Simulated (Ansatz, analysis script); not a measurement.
**Cobalt: energy against the total moment**

Aim: the energy of Cobalt as its total moment is fixed at a series of values, and its answer to a field.

Calculated with Ansatz 0.2.0; PBE, PAW set soft_2.

## 1. Starting point

The structure is hexagonal, space group P6_3/mmc (No. 194). Conventional cell: a = 2.507 Å, b = 2.507 Å, c = 4.070 Å, α = 90.00°, β = 90.00°, γ = 120.00°. Co has 12 Co at 2.50 to 2.51 Å nearest.

The cell of this run holds 2 atoms, 2 of them with a starting moment; values «a cell» refer to the cell of the run in question.

## 2. The collinear state

First a free collinear run, to see which state the typed moments lead to.

Contents of input.yaml:

```yaml
crystal:
  lattice:
    - [2.5074, 0.0, 0.0]
    - [-1.2537, 2.1714720974, 0.0]
    - [0.0, 0.0, 4.0699]
  atoms:
    - { symbol: Co, position: [0.3333333333, 0.6666666667, 0.25], spin: 2.0 }
    - { symbol: Co, position: [0.6666666667, 0.3333333333, 0.75], spin: 2.0 }
magnetization:
  spin_polarized: true
kpoints:
  mp_grid: { grid: [16, 16, 8] }
hamiltonian:
  xc: pbe
scf:
  occupations: { method: fermi_dirac, width: 0.05 }
  max_iter: 120
  convergence: { dr2_threshold: 1.0e-08 }
output:
  write_density: true
  write_potential: true
  elf: true
  volumetric_format: npy
```

Started as:

```
> ansatz run input.yaml --threads 1 --pin off --max-ram 2560MiB --backend cpu --events-out ev --progress --plain --runs-dir out
```

Numbers of over 12 decimals in the logs are rounded to 6 here.

The program printed:

```text
Engine: ansatz 0.2.0, aarch64-unknown-linux-gnu
Pseudopotentials: kind: paw
Pseudopotential: Co, paw, valence charge 17, recommended cutoff 420 eV (normal), Co.paw.azcp
Functional definition: PBE
  parameter kappa = 0.804
  parameter beta = 0.066725
  exchange = pbe_x(kappa = kappa, mu = beta*pi^2/3)
  correlation = pbe_c(beta = beta)
Crystal: 2 atoms, lattice volume = 22.160 Å³
Basis set: ecut = 420 eV, 415 PW (Γ)
Bands: 23, of which v1, the nominal top of the filled ones, is band 17 counted from 1 (16 counted from 0)
Symmetry: 24 space group operations
Space group: P63/mmc (ITA 194), of the structure as read, at distance tolerance 2.8e-5 Å
Magnetic group: BNS 194.263 (UNI 1493), of the structure as read, at distance tolerance 2.8e-5 Å
k-points: 150 of 2048
Non-local potential: Co, projectors of the file, l = 0: 3, l = 1: 2, l = 2: 3, l = 3: 1
PAW form: soft (Blöchl's): semilocal exchange-correlation on the pseudo side does not see the compensation charge
PAW one-centre angular grid: Co, 590 points (default); XC on 64 Gauss nodes
Initial density: superposition of atomic densities (chi_scale 0.1, normalization cell)
Starting moments: Σ|m| = 4 μB on 2 of 2 sites
Initial wavefunctions: pseudopotential atomic-orbital guess
Functional: x = pbe(κ = 0.804, μ = 0.219515), c = pbe(β = 0.066725)
SCF iter   1: F=—  HF=-10251.690328 eV  |F-HF|=—  |Δ(HF+E_count)|=         —  Δρ=7.86e-2 (↑5.35e-2 ↓7.86e-2)  dr2=2.18e0  dr2_m=6.06e-2  M=3.494 μB ∫|m|=3.649 μB  β_m=0.30  ethr=3.10e-3  ⟨swp⟩=5.5  Hψ=26122  notcnv=0
Mixer restart at iter 1: flushing history
preconditioner: auto → none  [metal: Δε(μ)=0.004 eV  Ē_g=8.967 eV  σ=0.050 eV  W_gap=0.02  n_scr=8 (ndim 8)  ℏωp=33.5 eV  f_vac=0.000  D(μ)=1.91/eV (n_scr^D=22)  sad-step TF]
SCF iter   2: F=—  HF=-10251.031281 eV  |F-HF|=—  |Δ(HF+E_count)|=   6.59e-1  Δρ=3.05e-2 (↑1.14e-2 ↓3.05e-2)  dr2=1.46e-1  dr2_m=6.46e-2  M=3.516 μB ∫|m|=3.718 μB  β_m=0.35  ethr=3.10e-3  ⟨swp⟩=2.6  Hψ=12831  notcnv=0  defer=167
SCF iter   3: F=—  HF=-10251.551954 eV  |F-HF|=—  |Δ(HF+E_count)|=   5.21e-1  Δρ=1.69e-2 (↑1.69e-2 ↓7.15e-3)  dr2=1.85e-2  dr2_m=2.15e-2  M=3.460 μB ∫|m|=3.705 μB  β_m=0.53  ethr=4.30e-4  ⟨swp⟩=2.2  Hψ=9678  notcnv=0  defer=167
SCF iter   4: F=—  HF=-10252.078811 eV  |F-HF|=—  |Δ(HF+E_count)|=   5.27e-1  Δρ=1.33e-2 (↑1.25e-2 ↓1.33e-2)  dr2=7.30e-2  dr2_m=3.85e-3  M=3.346 μB ∫|m|=3.634 μB  β_m=0.77  ethr=5.43e-5  ⟨swp⟩=2.4  Hψ=12680  notcnv=0  defer=167
SCF iter   5: F=—  HF=-10252.283507 eV  |F-HF|=—  |Δ(HF+E_count)|=   2.05e-1  Δρ=3.04e-3 (↑3.04e-3 ↓2.84e-3)  dr2=4.30e-3  dr2_m=3.51e-4  M=3.233 μB ∫|m|=3.563 μB  β_m=0.80  ethr=5.43e-5  ⟨swp⟩=2.1  Hψ=13716  notcnv=0  defer=165
SCF iter   6: F=—  HF=-10252.302831 eV  |F-HF|=—  |Δ(HF+E_count)|=   1.93e-2  Δρ=1.00e-3 (↑1.00e-3 ↓5.22e-4)  dr2=4.50e-5  dr2_m=1.16e-4  M=3.202 μB ∫|m|=3.548 μB  β_m=0.90  ethr=1.26e-5  ⟨swp⟩=2.1  Hψ=13130  notcnv=0  defer=113
SCF iter   7: F=—  HF=-10252.303220 eV  |F-HF|=—  |Δ(HF+E_count)|=   3.89e-4  Δρ=2.72e-4 (↑2.72e-4 ↓1.08e-4)  dr2=3.47e-6  dr2_m=5.14e-6  M=3.199 μB ∫|m|=3.549 μB  β_m=0.82  ethr=1.32e-7  ⟨swp⟩=2.0  Hψ=12207  notcnv=0  defer=111
SCF iter   8: F=—  HF=-10252.303226 eV  |F-HF|=—  |Δ(HF+E_count)|=   5.08e-6  Δρ=1.40e-4 (↑1.40e-4 ↓4.35e-5)  dr2=1.07e-6  dr2_m=1.53e-6  M=3.198 μB ∫|m|=3.549 μB  β_m=0.91  ethr=1.02e-8  ⟨swp⟩=1.6  Hψ=8224  notcnv=0  defer=111
SCF iter   9: F=—  HF=-10252.303225 eV  |F-HF|=—  |Δ(HF+E_count)|=   1.40e-7  Δρ=1.92e-5 (↑1.92e-5 ↓1.18e-5)  dr2=1.02e-7  dr2_m=4.94e-9  M=3.198 μB ∫|m|=3.549 μB  β_m=0.96  ethr=3.16e-9  ⟨swp⟩=2.4  Hψ=9753  notcnv=0  defer=111
SCF iter  10: F=—  HF=-10252.303225 eV  |F-HF|=—  |Δ(HF+E_count)|=   7.29e-9  Δρ=2.35e-6 (↑2.26e-6 ↓2.35e-6)  dr2=2.57e-9  dr2_m=5.84e-11  M=3.198 μB ∫|m|=3.549 μB  β_m=0.98  ethr=3.00e-10  ⟨swp⟩=2.3  Hψ=10175  notcnv=0  defer=111
SCF iter  11: F=-10252.303225 eV  HF=-10252.303225 eV  |F-HF|=2.04e-10  |Δ(HF+E_count)|=  8.39e-10  Δρ=9.12e-7 (↑4.06e-7 ↓9.12e-7)  dr2=2.68e-10  dr2_m=1.58e-11  M=3.198 μB ∫|m|=3.549 μB  ethr=7.56e-12  ⟨swp⟩=2.3  Hψ=20644  notcnv=0
SCF 1 converged in 11 iterations: F = -10252.303225 eV  dr2 = 2.68e-10
  greatest PAW one-centre occupation: 1.001 electrons in one spin orbital (limit 2), on the Co atom at site 1 (counted from 0), in its partial waves of l = 1
SCF converged after 11 iterations
Magnetization: 3.1980 μB (18.5990 up, 15.4010 down)
Absolute magnetization: 3.5503 μB (∫|ρ↑−ρ↓|, with the PAW one-centre terms)
Spin contamination: 0.0600 ħ² per cell (⟨S²⟩ above its minimum at these occupations)
Per-site moments (μB) at R_I (Å): [(1.679272, 1.030153), (1.679272, 1.030153)]
Free energy (F): -10252.303225 eV
Harris-Foulkes:  -10252.303225 eV  (|F-HF|=2.04e-10)
Internal energy: -10252.288583 eV  (E = F + TS)
E sigma→0 (E₀):  -10252.295904 eV
Entropy (-TS):   -0.014642 eV (-7.321 meV/atom)
Fermi energy:    18.243106 eV
--- Per-component energies (eV) ---
  E_band       = -502.616905
  E_kinetic    = 906.023297
  E_local      = -5724.868580  (includes V_loc(G=0)·N_el)
  E_nonlocal   = 908.385441
  E_hartree    = 2397.192461
  E_xc         = -317.544428
  E_vxc        = -409.736739  (∫ρ·V_xc dr)
  E_paw        = -3030.202530  (= ΣΔE_a)
  E_vpaw       = -976.807014  (= ΣTr[D̂ρ^β])
  E_aug_tail   = 0.000160  (compensation charges beyond the density's cutoff)
  E_ewald      = -5391.274405
  E_smearing   = -0.014642  (= −TS)
  E_closure    = 0.000000  (closes the sum)
  Σ components = -10252.303225   (vs F -10252.303225, Δ=0.00e0)
--- Band table (eV; the first three rows and the last of 300) ---
  k-point 0 ↑: bands = [... 13 lower, 15.9710, 15.9710, 16.3185, 16.3185, 17.3826, 17.3826, 18.0300, 24.3000, ... 2 higher]
  k-point 1 ↑: bands = [... 13 lower, 15.9301, 15.9301, 16.4119, 16.4119, 17.3741, 17.3741, 17.4309, 25.2103, ... 2 higher]
  k-point 2 ↑: bands = [... 13 lower, 15.8270, 15.8270, 16.3403, 16.6227, 16.6227, 17.3348, 17.3348, 27.3005, ... 2 higher]
  k-point 149 ↓: bands = [... 13 lower, 16.5061, 18.0650, 18.0650, 19.3198, 19.3198, 23.9931, 23.9931, 26.4099, ... 2 higher]
```

Wall time 13 s (1 thread of Arm Neoverse V1, shared host); peak memory 0.39 GiB.

Spin moment in the atom's sphere by atom:

| atom | spin moment in the atom's sphere (μB) |
| --- | --- |
| Co1 | 1.68 |
| Co2 | 1.68 |

Tables count atoms from 1; parts of the log count from 0.

The run ends ferromagnetic, with a net moment of 3.20 μB a cell. Only this order was typed.

Spin density in the ac plane at fractional y = 0.333, with atoms of Co within 0.2 Å of it.

Values in e/Å³, 21 rows by 13 columns:
```
0.0 0.0 0.0 0.0 0.0 0.0 0.0 0.1 0.1 0.1 0.1 0.0 0.0
0.0 0.0 0.0 0.0 0.0 0.0 0.1 0.2 0.3 0.3 0.2 0.1 0.1
0.0 0.0 0.0 0.0 0.0 0.1 0.3 0.6 1.0 1.1 0.7 0.3 0.1
0.1 0.0 0.0 0.0 0.0 0.2 0.5 1.5 3.2 3.5 2.0 0.7 0.2
0.1 0.0 0.0 0.0 0.1 0.2 0.7 2.4 5.7 6.4 3.3 1.0 0.3
0.1 0.0 0.0 0.0 0.0 0.2 0.6 2.0 4.7 5.2 2.8 0.9 0.3
0.1 0.0 0.0 0.0 0.0 0.1 0.4 0.9 1.8 2.0 1.2 0.5 0.2
0.0 0.0 0.0 0.0 0.0 0.1 0.2 0.4 0.5 0.6 0.4 0.2 0.1
0.0 0.0 0.0 0.0 0.0 0.0 0.1 0.1 0.2 0.2 0.1 0.1 0.0
0.0 0.0 0.0 0.0 0.0 0.0 0.0 0.0 0.0 0.0 0.0 0.0 0.0
0.0 0.0 0.0 0.0 0.0 0.0 0.0 0.0 0.0 0.0 0.0 0.0 0.0
0.0 0.0 0.0 0.0 0.0 0.0 0.0 0.0 0.0 0.0 0.0 0.0 0.0
0.0 0.0 0.1 0.1 0.0 0.0 0.0 0.0 0.0 0.0 0.0 0.0 0.0
0.1 0.1 0.1 0.1 0.1 0.0 0.0 0.0 0.0 0.0 0.0 0.0 0.0
0.1 0.1 0.2 0.2 0.1 0.1 0.0 0.0 0.0 0.0 0.0 0.0 0.0
0.1 0.2 0.2 0.2 0.1 0.1 0.0 0.0 0.0 0.0 0.0 0.0 0.0
0.1 0.1 0.2 0.2 0.1 0.0 0.0 0.0 0.0 0.0 0.0 0.0 0.0
0.0 0.1 0.1 0.1 0.1 0.0 0.0 0.0 0.0 0.0 0.0 0.0 0.0
0.0 0.0 0.0 0.0 0.0 0.0 0.0 0.0 0.0 0.0 0.0 0.0 0.0
0.0 0.0 0.0 0.0 0.0 0.0 0.0 0.0 0.0 0.0 0.0 0.0 0.0
0.0 0.0 0.0 0.0 0.0 0.0 0.0 0.0 0.0 0.0 0.0 0.0 0.0
```
Columns run along a (2.5 Å), rows up along c (4.1 Å). Atoms in or near the plane, at fractional coordinates: Co at (0.67, 0.75).

Valence density in the ac plane at fractional y = 0.333, with atoms of Co within 0.2 Å of it. It is the smooth field of the valence electrons, not physical close to the nuclei.

Ten steps, logarithmic in the rise over the least value, from '0' (0 e/Å³) to '9' (49 e/Å³):
```
0000000111100
0000001333321
0000013566542
1000124788753
1000135899863
1000125799863
1000024677642
0000012455431
0000001222210
0000000011000
0000000000000
0000000000000
0111000000000
1122100000000
1222210000000
1232210000000
1222110000000
0111100000000
0000000000000
0000000000000
0000000000000
```
Columns run along a (2.5 Å), rows up along c (4.1 Å). Atoms in or near the plane, at fractional coordinates: Co at (0.67, 0.75).

ELF in the ac plane at fractional y = 0.333, with atoms of Co within 0.2 Å of it. It is the smooth field of the valence electrons, not physical close to the nuclei.

Values, 21 rows by 13 columns:
```
0.23 0.29 0.31 0.30 0.25 0.19 0.16 0.17 0.18 0.18 0.17 0.16 0.18
0.17 0.25 0.31 0.28 0.19 0.16 0.19 0.26 0.33 0.34 0.28 0.21 0.16
0.16 0.21 0.29 0.24 0.16 0.18 0.30 0.51 0.69 0.72 0.58 0.36 0.21
0.17 0.19 0.27 0.22 0.17 0.23 0.46 0.78 0.93 0.95 0.86 0.57 0.28
0.19 0.18 0.26 0.21 0.17 0.26 0.57 0.88 0.97 0.98 0.94 0.69 0.33
0.18 0.19 0.27 0.21 0.17 0.25 0.53 0.85 0.96 0.97 0.92 0.65 0.32
0.16 0.20 0.28 0.23 0.16 0.21 0.38 0.66 0.84 0.87 0.74 0.47 0.24
0.16 0.23 0.30 0.26 0.17 0.17 0.23 0.37 0.50 0.52 0.41 0.27 0.18
0.20 0.27 0.31 0.29 0.22 0.17 0.17 0.20 0.23 0.23 0.21 0.17 0.16
0.27 0.29 0.29 0.29 0.28 0.23 0.19 0.17 0.16 0.16 0.16 0.17 0.22
0.27 0.23 0.21 0.22 0.25 0.28 0.28 0.25 0.22 0.22 0.24 0.27 0.29
0.20 0.16 0.15 0.16 0.19 0.24 0.30 0.33 0.34 0.34 0.34 0.32 0.26
0.16 0.15 0.16 0.16 0.16 0.19 0.25 0.32 0.36 0.37 0.34 0.28 0.20
0.16 0.18 0.20 0.20 0.18 0.17 0.21 0.28 0.34 0.36 0.31 0.23 0.17
0.18 0.22 0.25 0.24 0.21 0.18 0.19 0.26 0.32 0.33 0.29 0.20 0.16
0.18 0.23 0.26 0.25 0.21 0.18 0.19 0.25 0.31 0.33 0.28 0.20 0.17
0.17 0.20 0.23 0.22 0.19 0.18 0.20 0.27 0.33 0.34 0.30 0.21 0.17
0.16 0.17 0.17 0.17 0.17 0.18 0.23 0.30 0.35 0.36 0.33 0.25 0.18
0.17 0.15 0.15 0.15 0.17 0.21 0.27 0.33 0.36 0.36 0.35 0.30 0.23
0.23 0.19 0.17 0.18 0.22 0.27 0.30 0.30 0.29 0.29 0.30 0.31 0.29
0.28 0.27 0.25 0.26 0.28 0.27 0.23 0.19 0.18 0.17 0.18 0.22 0.26
```
Columns run along a (2.5 Å), rows up along c (4.1 Å). Atoms in or near the plane, at fractional coordinates: Co at (0.67, 0.75).

## 3. Mesh refined

Levels at the Fermi energy are partly filled, so moments and energy differences can hang on the k-mesh, and the state is solved again on a denser one.

input.yaml, the sections that differ from step 2:

```yaml
crystal:
  lattice:
    - [2.5074, 0.0, 0.0]
    - [-1.2537, 2.1714720974, 0.0]
    - [0.0, 0.0, 4.0699]
  atoms:
    - { symbol: Co, position: [0.3333333333, 0.6666666667, 0.25], spin: 1.68 }
    - { symbol: Co, position: [0.6666666667, 0.3333333333, 0.75], spin: 1.68 }
kpoints:
  mp_grid: { grid: [18, 18, 10] }
basis:
  ecutwfc: 420.0
checkpoint:
  read: start
  write: ck
  compress: false
  write_wavefunctions: false
  write_every: 100000
# magnetization, hamiltonian, scf: as in step 2
# output: removed
```

Started as:

```
> ansatz run input.yaml --threads 2 --pin off --max-ram 5120MiB --backend cpu --events-out ev --progress --plain --runs-dir out
```

The program printed:

```text
[...]
SCF converged after 6 iterations
Magnetization: 3.2227 μB (18.6114 up, 15.3886 down)
Absolute magnetization: 3.5725 μB (∫|ρ↑−ρ↓|, with the PAW one-centre terms)
[...]
Per-site moments (μB) at R_I (Å): [(1.691172, 1.030153), (1.691172, 1.030153)]
Free energy (F): -10252.305408 eV
[...]
Internal energy: -10252.291053 eV  (E = F + TS)
E sigma→0 (E₀):  -10252.298230 eV
Entropy (-TS):   -0.014355 eV (-7.177 meV/atom)
Fermi energy:    18.239676 eV
[...]
```

Wall time 6 s (2 threads); peak memory 0.43 GiB.

Spin moment in the atom's sphere by atom:

| atom | spin moment in the atom's sphere (μB) |
| --- | --- |
| Co1 | 1.69 |
| Co2 | 1.69 |

The run ends ferromagnetic, with a net moment of 3.22 μB a cell, against 3.20 μB on the first mesh.

## 4. The non-magnetic reference

The state without spin is the zero of E(M).

input.yaml, the sections that differ from step 3:

```yaml
crystal:
  lattice:
    - [2.5074, 0.0, 0.0]
    - [-1.2537, 2.1714720974, 0.0]
    - [0.0, 0.0, 4.0699]
  atoms:
    - { symbol: Co, position: [0.3333333333, 0.6666666667, 0.25] }
    - { symbol: Co, position: [0.6666666667, 0.3333333333, 0.75] }
# kpoints, hamiltonian, scf, basis: as in step 3
# magnetization: removed
# checkpoint: removed
```

Started as:

```
> ansatz run input.yaml --threads 1 --pin off --max-ram 2560MiB --backend cpu --events-out ev --progress --plain --runs-dir out
```

The program printed:

```text
[...]
Crystal: 2 atoms, lattice volume = 22.160 Å³
Basis set: ecut = 420 eV, 415 PW (Γ)
Bands: 21, of which v1, the nominal top of the filled ones, is band 17 counted from 1 (16 counted from 0)
Symmetry: 24 space group operations
[...]
k-points: 222 of 3240
[...]
SCF iter   1: F=—  HF=-10251.812491 eV  |F-HF|=—  |Δ(HF+E_count)|=         —  Δρ=4.31e-3  dr2=1.07e-3  ethr=1.77e-3  ⟨swp⟩=5.0  Hψ=17573  notcnv=0
[...]
SCF iter   6: F=-10251.813881 eV  HF=-10251.813881 eV  |F-HF|=6.72e-9  |Δ(HF+E_count)|=   2.74e-8  Δρ=9.13e-6  dr2=7.39e-9  ethr=2.94e-11  ⟨swp⟩=3.0  Hψ=12355  notcnv=0
SCF 1 converged in 6 iterations: F = -10251.813881 eV  dr2 = 7.39e-9
[...]
SCF converged after 6 iterations
Free energy (F): -10251.813881 eV
[...]
Internal energy: -10251.762968 eV  (E = F + TS)
E sigma→0 (E₀):  -10251.788424 eV
Entropy (-TS):   -0.050913 eV (-25.457 meV/atom)
Fermi energy:    18.138261 eV
[...]
```

It took 4.2 s on 1 thread; peak memory 0.33 GiB.

The free collinear run lies 492 meV below it.

## 5. Without spin, levels printed

Changes to input.yaml since step 4:

```diff
@@ -18 +18,3 @@
   ecutwfc: 420.0
+output:
+  eigenvalues: true
```

The program printed:

```text
[...]
Crystal: 2 atoms, lattice volume = 22.160 Å³
Basis set: ecut = 420 eV, 415 PW (Γ)
Bands: 21, of which v1, the nominal top of the filled ones, is band 17 counted from 1 (16 counted from 0)
Symmetry: 24 space group operations
[...]
k-points: 222 of 3240
[...]
Fermi energy:    18.138261 eV
[...]
--- Band table (eV; the first three rows and the last of 222) ---
  k-point 0: bands = [... 13 lower, 16.7374, 16.7374, 17.1143, 17.1143, 17.9773, 18.2306, 18.2306, 24.7337]
  k-point 1: bands = [... 13 lower, 16.7090, 16.7090, 17.1788, 17.1788, 17.6397, 18.2257, 18.2257, 25.2912]
  k-point 2: bands = [... 13 lower, 16.6331, 16.6331, 16.9331, 17.3368, 17.3368, 18.2042, 18.2042, 26.6918]
  k-point 221: bands = [... 13 lower, 15.8794, 17.1199, 17.1199, 18.2684, 18.2684, 24.0208, 24.0208, 25.6429]
[key lines of the parts left out:]
SCF converged after 6 iterations
Free energy (F): -10251.813881 eV
```

Elapsed: 4 s, on 1 thread; peak memory 0.33 GiB.

## 6. Total moment fixed at 0.466 μB

Two Fermi levels, one a spin, hold the total moment exactly, which reaches states that a free run would leave.

input.yaml, the sections that differ from step 5:

```yaml
crystal:
  lattice:
    - [2.5074, 0.0, 0.0]
    - [-1.2537, 2.1714720974, 0.0]
    - [0.0, 0.0, 4.0699]
  atoms:
    - { symbol: Co, position: [0.3333333333, 0.6666666667, 0.25], spin: 0.233 }
    - { symbol: Co, position: [0.6666666667, 0.3333333333, 0.75], spin: 0.233 }
magnetization:
  spin_polarized: true
  initial_magnetization: 0.466
  spin_locking: { lock_magnetization: hard }
# kpoints, hamiltonian, scf, basis: as in step 5
# output: removed
```

The program printed:

```text
[...]
Crystal: 2 atoms, lattice volume = 22.160 Å³
Basis set: ecut = 420 eV, 415 PW (Γ)
Bands: 22, of which v1, the nominal top of the filled ones, is band 17 counted from 1 (16 counted from 0)
Symmetry: 24 space group operations
[...]
k-points: 222 of 3240
[...]
Starting moments: Σ|m| = 0.466 μB on 2 of 2 sites
[...]
SCF iter   1: F=—  HF=-10251.279367 eV  |F-HF|=—  |Δ(HF+E_count)|=         —  Δρ=7.55e-2 (↑6.24e-2 ↓7.55e-2)  dr2=2.40e0  dr2_m=9.06e-3  M=0.466 μB ∫|m|=0.491 μB  β_m=0.30  ethr=3.10e-3  ⟨swp⟩=5.0  Hψ=36763  notcnv=0
[...]
SCF iter  12: F=-10251.828424 eV  HF=-10251.828424 eV  |F-HF|=9.09e-12  |Δ(HF+E_count)|=  1.27e-11  Δρ=1.55e-7 (↑1.33e-7 ↓1.55e-7)  dr2=9.47e-12  dr2_m=2.96e-14  M=0.466 μB ∫|m|=0.537 μB  ethr=1.00e-12  ⟨swp⟩=1.0  Hψ=21362  notcnv=0
SCF 1 converged in 12 iterations: F = -10251.828424 eV  dr2 = 9.47e-12
[...]
Symmetry: 12 space group operations
k-points: 222 of 3240 (time reversal used)
[...]
SCF iter   7: F=-10251.848939 eV  HF=-10251.848939 eV  |F-HF|=1.06e-9  |Δ(HF+E_count)|=  2.00e-11  Δρ=3.29e-6 (↑3.29e-6 ↓3.06e-6)  dr2=1.32e-9  dr2_m=1.51e-9  M=0.466 μB ∫|m|=1.989 μB  ethr=3.93e-12  ⟨swp⟩=1.0  Hψ=29966  notcnv=0
SCF 2 converged in 7 iterations: F = -10251.848939 eV  dr2 = 1.32e-9
[...]
SCF iter   2: F=-10251.848939 eV  HF=-10251.848939 eV  |F-HF|=2.67e-9  |Δ(HF+E_count)|=  6.18e-11  Δρ=4.12e-6 (↑4.12e-6 ↓7.95e-7)  dr2=2.89e-9  dr2_m=9.40e-10  M=0.466 μB ∫|m|=1.989 μB  ethr=3.85e-12  ⟨swp⟩=2.0  Hψ=19247  notcnv=0
SCF 3 converged in 2 iterations: F = -10251.848939 eV  dr2 = 2.89e-9
SCF converged after 2 iterations
Stability checked in part: among states of this total moment the SCF's own minimisation did not find this state unstable. No probe was made; neither looks for a lower state of another moment (fixed_total_moment; see scf.lower_state_search)
Magnetization: 0.4660 μB (17.2330 up, 16.7670 down)
Absolute magnetization: 1.9892 μB (∫|ρ↑−ρ↓|, with the PAW one-centre terms)
[...]
Per-site moments (μB) at R_I (Å): [(1.214586, 1.030153), (-0.722596, 1.030153)]
Free energy (F): -10251.848939 eV
[...]
Internal energy: -10251.804999 eV  (E = F + TS)
E sigma→0 (E₀):  -10251.826969 eV
Entropy (-TS):   -0.043940 eV (-21.970 meV/atom)
Fermi energy:    18.219236 (↑ 18.181233, ↓ 18.257239) eV
[...]
--- Band table (eV; the first three rows and the last of 444) ---
  k-point 0 ↑: bands = [... 13 lower, 16.7358, 16.7358, 17.0601, 17.0601, 17.9678, 18.3437, 18.3437, 24.6819, ... 1 higher]
  k-point 1 ↑: bands = [... 13 lower, 16.6975, 16.6975, 17.1174, 17.1174, 17.6306, 18.3418, 18.3418, 25.2434, ... 1 higher]
  k-point 2 ↑: bands = [... 13 lower, 16.6158, 16.6158, 16.9500, 17.2484, 17.2484, 18.3321, 18.3321, 26.6511, ... 1 higher]
  k-point 221 ↓: bands = [... 13 lower, 16.3212, 17.2909, 17.3768, 18.3380, 18.5777, 23.9275, 24.2512, 25.6636, ... 1 higher]
```

Wall time 2 min (1 thread); peak memory 0.93 GiB.

The energy is -35.1 meV from the state without spin, and the largest site carries 1.21 μB, while atom no. 2 (Co) stands against the total with -0.72 μB.

(Part 1 of 2 ends here.)

[Logs and program files are shortened in this print: banners, set-up blocks, solver, clock and traceback lines can be left out without a mark of their own.]

[Logs are printed without paths, hosts, clocks, repeated set-up lines and the standing remarks that a program may print on its own settings, such as how far it seeks lower states.]

[Hosts, paths, dates, database ids (printed as entryN), source tags and the programs' standing remarks are cut or masked in the printed files.]
